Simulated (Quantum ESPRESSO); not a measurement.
# BaAl9Fe2: which magnetic order is lowest, part 2 of 2

A self-consistent run ends on one state, which hangs on the start. Several orders of BaAl9Fe2 are started in Quantum ESPRESSO and their energies compared.

Quantum ESPRESSO 7.5; LDA; plane waves with GBRV 1.5 LDA potentials, no spin-orbit coupling.

So far: The starting structure; Start 1: ferro ++.

## Step 3: Run 2, typed as antiferro +−

Contents of pw.in:

```
&CONTROL
  calculation = 'scf'
  prefix = 'pwscf'
  outdir = './tmp'
  pseudo_dir = './pseudo'
  disk_io = 'nowf'
/
&SYSTEM
  ibrav = 0
  celldm(1) = 8
  nat = 12
  ntyp = 4
  ecutwfc = 40
  ecutrho = 280
  nbnd = 48
  occupations = 'smearing'
  smearing = 'fd'
  degauss = 0.00734986
  nspin = 2
  starting_magnetization(1) = 0
  starting_magnetization(2) = 0
  starting_magnetization(3) = 0.175
  starting_magnetization(4) = -0.175
/
&ELECTRONS
  conv_thr = 2.4d-08
  electron_maxstep = 150
  mixing_beta = 0.3
/
ATOMIC_SPECIES
Ba    137.3270 ba_lda_v1.uspp.F.UPF
Al     26.9815 al_lda_v1.uspp.F.UPF
Fe1    55.8450 fe_lda_v1.5.uspp.F.UPF
Fe2    55.8450 fe_lda_v1.5.uspp.F.UPF
CELL_PARAMETERS alat
   1.8758507129986    0.0000000000000    0.0000000000000
  -0.9379253564993    1.6245343711666    0.0000000000000
   0.0000000000000    0.0000000000000    0.9331674008738
ATOMIC_POSITIONS crystal
Ba      0.0000000000    0.0000000000    0.0000000000
Al      0.5000000000    0.0000000000    0.0000000000
Al      0.5000000000    0.5000000000    0.0000000000
Al      0.0000000000    0.5000000000    0.0000000000
Al      0.2183452700    0.4366905400    0.5000000000
Al      0.7816547300    0.2183452700    0.5000000000
Al      0.4366905400    0.2183452700    0.5000000000
Al      0.5633094600    0.7816547300    0.5000000000
Al      0.2183452700    0.7816547300    0.5000000000
Al      0.7816547300    0.5633094600    0.5000000000
Fe1     0.6666666700    0.3333333300    0.0000000000
Fe2     0.3333333300    0.6666666700    0.0000000000
K_POINTS automatic
6 6 6 0 0 0
```

Started as:

```sh
$ OMP_NUM_THREADS=1 mpirun -n 4 pw.x -nk 4 -in pw.in > pw.out
```

The log of the run:

```text
[banner, memory and clock lines left out]
Program PWSCF v.7.5 starts

     Message from routine setup:
     using ibrav=0 with symmetry is DISCOURAGED, use correct ibrav instead

     bravais-lattice index     =            0
     lattice parameter (alat)  =       8.0000  a.u.
     unit-cell volume          =    1455.9843 (a.u.)^3
     number of atoms/cell      =           12
     number of atomic types    =            4
     number of electrons       =        69.00
     number of Kohn-Sham states=           48
     kinetic-energy cutoff     =      40.0000  Ry
     charge density cutoff     =     280.0000  Ry
     scf convergence threshold =      2.4E-08
     mixing beta               =       0.3000
     number of iterations used =            8  plain     mixing
     Exchange-correlation=  SLA  PZ   NOGX NOGC
                           (   1   1   0   0   0   0   0)

     celldm(1)=   8.000000  celldm(2)=   0.000000  celldm(3)=   0.000000
     celldm(4)=   0.000000  celldm(5)=   0.000000  celldm(6)=   0.000000

     crystal axes: (cart. coord. in units of alat)
               a(1) = (   1.875851   0.000000   0.000000 )
               a(2) = (  -0.937925   1.624534   0.000000 )
               a(3) = (   0.000000   0.000000   0.933167 )

     reciprocal axes: (cart. coord. in units 2 pi/alat)
               b(1) = (  0.533091  0.307780 -0.000000 )
               b(2) = (  0.000000  0.615561  0.000000 )
               b(3) = (  0.000000 -0.000000  1.071619 )

     PseudoPot. # 1 for Ba read from file:
     ba_lda_v1.uspp.F.UPF
     Pseudo is Ultrasoft + core correction, Zval = 10.0

     PseudoPot. # 2 for Al read from file:
     al_lda_v1.uspp.F.UPF
     Pseudo is Ultrasoft + core correction, Zval =  3.0

     PseudoPot. # 3 for Fe read from file:
     fe_lda_v1.5.uspp.F.UPF
     Pseudo is Ultrasoft + core correction, Zval = 16.0

     PseudoPot. # 4 for Fe read from file:
     fe_lda_v1.5.uspp.F.UPF
     Pseudo is Ultrasoft + core correction, Zval = 16.0

     atomic species   valence    mass     pseudopotential
     Ba               10.00   137.32700     Ba( 1.00)
     Al                3.00    26.98150     Al( 1.00)
     Fe1              16.00    55.84500     Fe( 1.00)
     Fe2              16.00    55.84500     Fe( 1.00)

     Starting magnetic structure
     atomic species   magnetization
     Ba              0.000
     Al              0.000
     Fe1             0.175
     Fe2            -0.175

     12 Sym. Ops. (no inversion) found

   Cartesian axes

     site n.     atom                  positions (alat units)
         1        Ba     tau(   1) = (   0.0000000   0.0000000   0.0000000  )
         2        Al     tau(   2) = (   0.9379254   0.0000000   0.0000000  )
         3        Al     tau(   3) = (   0.4689627   0.8122672   0.0000000  )
         4        Al     tau(   4) = (  -0.4689627   0.8122672   0.0000000  )
         5        Al     tau(   5) = (   0.0000000   0.7094188   0.4665837  )
         6        Al     tau(   6) = (   1.2614760   0.3547094   0.4665837  )
         7        Al     tau(   7) = (   0.6143747   0.3547094   0.4665837  )
         8        Al     tau(   8) = (   0.3235507   1.2698250   0.4665837  )
         9        Al     tau(   9) = (  -0.3235507   1.2698250   0.4665837  )
        10        Al     tau(  10) = (   0.9379254   0.9151156   0.4665837  )
        11        Fe1    tau(  11) = (   0.9379254   0.5415115   0.0000000  )
        12        Fe2    tau(  12) = (  -0.0000000   1.0830229   0.0000000  )

     number of k points=    28  Fermi-Dirac smearing, width (Ry)=  0.0073
                       cart. coord. in units 2pi/alat
        k(    1) = (   0.0000000   0.0000000   0.0000000), wk =   0.0046296
        k(    2) = (   0.0000000   0.0000000   0.1786032), wk =   0.0092593
        k(    3) = (   0.0000000   0.0000000   0.3572064), wk =   0.0092593
        k(    4) = (   0.0000000   0.0000000  -0.5358095), wk =   0.0046296
        k(    5) = (   0.0000000   0.1025935   0.0000000), wk =   0.0277778
        [... 23 further k-points ...]

     Dense  grid:   115173 G-vectors     FFT dimensions: (  80,  80,  40)

     Smooth grid:    49777 G-vectors     FFT dimensions: (  64,  64,  32)

     Check: negative core charge=   -0.000008
     Generating pointlists ...
     new r_m :   0.3503 (alat units)  2.8020 (a.u.) for type    1
     new r_m :   0.2234 (alat units)  1.7870 (a.u.) for type    2
     new r_m :   0.2234 (alat units)  1.7870 (a.u.) for type    3
     new r_m :   0.2234 (alat units)  1.7870 (a.u.) for type    4

     Initial potential from superposition of free atoms

     starting charge      66.9675, renormalised to      69.0000

     negative rho (up, down):  5.042E-02 5.042E-02
     Starting wfcs are   75 randomized atomic wfcs

     Self-consistent Calculation

     iteration #  1     ecut=    40.00 Ry     beta= 0.30
     Davidson diagonalization with overlap
     ethr =  1.00E-02,  avg # of iterations =  3.6

     negative rho (up, down):  4.842E-02 4.842E-02

     total energy              =    -628.36110100 Ry
     estimated scf accuracy    <       8.12847087 Ry

     total magnetization       =    -0.00 Bohr mag/cell
     absolute magnetization    =     1.70 Bohr mag/cell

     iteration #  2     ecut=    40.00 Ry     beta= 0.30
     Davidson diagonalization with overlap
     ethr =  1.00E-02,  avg # of iterations =  3.4

     negative rho (up, down):  4.715E-02 4.715E-02

     total energy              =    -627.63006161 Ry
     estimated scf accuracy    <      50.20655466 Ry

     total magnetization       =    -0.00 Bohr mag/cell
     absolute magnetization    =     0.84 Bohr mag/cell

     [... further iterations left out ...]

     iteration # 19     ecut=    40.00 Ry     beta= 0.30
     Davidson diagonalization with overlap
     ethr =  1.14E-09,  avg # of iterations =  3.5

     negative rho (up, down):  4.443E-02 4.443E-02

     total energy              =    -631.09171100 Ry
     estimated scf accuracy    <       0.00000019 Ry

     total magnetization       =    -0.00 Bohr mag/cell
     absolute magnetization    =     0.00 Bohr mag/cell

     iteration # 20     ecut=    40.00 Ry     beta= 0.30
     Davidson diagonalization with overlap
     ethr =  2.70E-10,  avg # of iterations =  1.7

     negative rho (up, down):  4.443E-02 4.443E-02

     Magnetic moment per site  (integrated on atomic sphere of radius R)
     atom   1 (R=0.350)  charge=  8.1873  magn=  0.0000
     atom   2 (R=0.223)  charge=  0.9330  magn=  0.0000
     atom   3 (R=0.223)  charge=  0.9330  magn=  0.0000
     atom   4 (R=0.223)  charge=  0.9330  magn=  0.0000
     atom   5 (R=0.223)  charge=  0.8696  magn= -0.0000
     atom   6 (R=0.223)  charge=  0.8696  magn=  0.0000
     atom   7 (R=0.223)  charge=  0.8696  magn=  0.0000
     atom   8 (R=0.223)  charge=  0.8696  magn= -0.0000
     atom   9 (R=0.223)  charge=  0.8696  magn= -0.0000
     atom  10 (R=0.223)  charge=  0.8696  magn=  0.0000
     atom  11 (R=0.223)  charge= 14.2219  magn= -0.0009
     atom  12 (R=0.223)  charge= 14.2219  magn= -0.0012

     End of self-consistent calculation

     [... lines left out ...]
     the Fermi energy is     8.3950 ev

!    total energy              =    -631.09171103 Ry
     estimated scf accuracy    <       0.00000001 Ry
     smearing contrib. (-TS)   =      -0.01686184 Ry
     internal energy E=F+TS    =    -631.07484919 Ry

     The total energy is F=E-TS. E is the sum of the following terms:
     one-electron contribution =    -494.23136705 Ry
     hartree contribution      =     273.63141250 Ry
     xc contribution           =    -123.70044349 Ry
     ewald contribution        =    -286.77445115 Ry

     total magnetization       =    -0.00 Bohr mag/cell
     absolute magnetization    =     0.00 Bohr mag/cell

     convergence has been achieved in  20 iterations
```

Elapsed: 2.4 min, on 4 MPI ranks of Arm Neoverse V2, shared host; peak memory 1.5 GiB; 9.4 min of CPU time.

Spin moment in the atom's sphere by atom:

| atom | spin moment in the atom's sphere (μB) |
| --- | --- |
| Ba1 | 0.0000 |
| Al2 | 0.0000 |
| Al3 | 0.0000 |
| Al4 | 0.0000 |
| Al5 | 0.0000 |
| Al6 | 0.0000 |
| Al7 | 0.0000 |
| Al8 | 0.0000 |
| Al9 | 0.0000 |
| Al10 | 0.0000 |
| Fe11 | -0.0009 |
| Fe12 | -0.0012 |

This step gave:

- smearing term TS: 0.2294 eV
- magnetization: 0 μB
- absolute magnetization: 0 μB
- final state: non-magnetic

Valence density in the ab plane at fractional z = 0.000, with atoms of Ba and Al and Fe within 0.2 Å of it. It is the smooth field of the valence electrons, not physical close to the nuclei.

Ten steps, logarithmic in the rise over the least value, from '0' (-1 e/Å³) to '9' (21 e/Å³), each cell a mean:
```
4544444444444444444553
5544444444444444444555
4444444444444444444455
4444444444444444444444
4444444455444444444444
4444445786444444444444
4444458997444444444444
4444469985444444444444
4444468864444444444444
4444455544444444444444
5444444444454444444444
4444444444444444444444
4444444444444457654444
4444444444444689854444
4444444444445899744444
4444444444445898544444
4444444444445665444444
4444444444444444444444
4444444444444444444444
5554444444444444444444
4554444444444444444455
0454444444454444444454
```
Columns run along a (7.9 Å), rows up along b (7.9 Å). Atoms in or near the plane, at fractional coordinates: Ba at (0.00, 0.00), Al at (0.50, 0.00), Al at (0.50, 0.50), Al at (0.00, 0.50), Fe at (0.67, 0.33), Fe at (0.33, 0.67).

## Step 4: The states side by side

An order is kept where moments of 0.15 μB or more survive with the typed signs; meshes match where a doubled cell samples the same k points as the first cell.

Orders:

```
       start   final state  typed order kept  energy over the lowest (meV a seeded atom)  largest site moment (μB)  net moment (μB a cell of the first run)  mesh matched  CPU time (s)
    ferro ++  non-magnetic                no                                           0                   5.36e-4                                  6.78e-4           yes         513.5
antiferro +-  non-magnetic                no                                           0                  0.001245                                 0.002042           yes         564.2
```

## Step 5: Results

```
lowest state found  : non-magnetic (from ferro ++ and antiferro +-)
largest site moment : 5.4e-4 μB
```

In words: The lowest state carries no moment, and no start kept one. Only these 2 starts were compared; other wavevectors, canted and longer-period orders were not. Energies are free energies at an electronic temperature of 1160 K, which lowers moments and differences where the moments are itinerant.

[Logs and program files are shortened in this print: banners, set-up blocks, solver, clock and traceback lines can be left out without a mark of their own.]

[Logs are printed without paths, hosts, clocks, repeated set-up lines and the standing remarks that a program may print on its own settings, such as how far it seeks lower states.]

[Hosts, paths, dates, database ids (printed as entryN), source tags and the programs' standing remarks are cut or masked in the printed files.]

[Where a cell is said to come from a database of computed structures, the database is the Materials Project.]
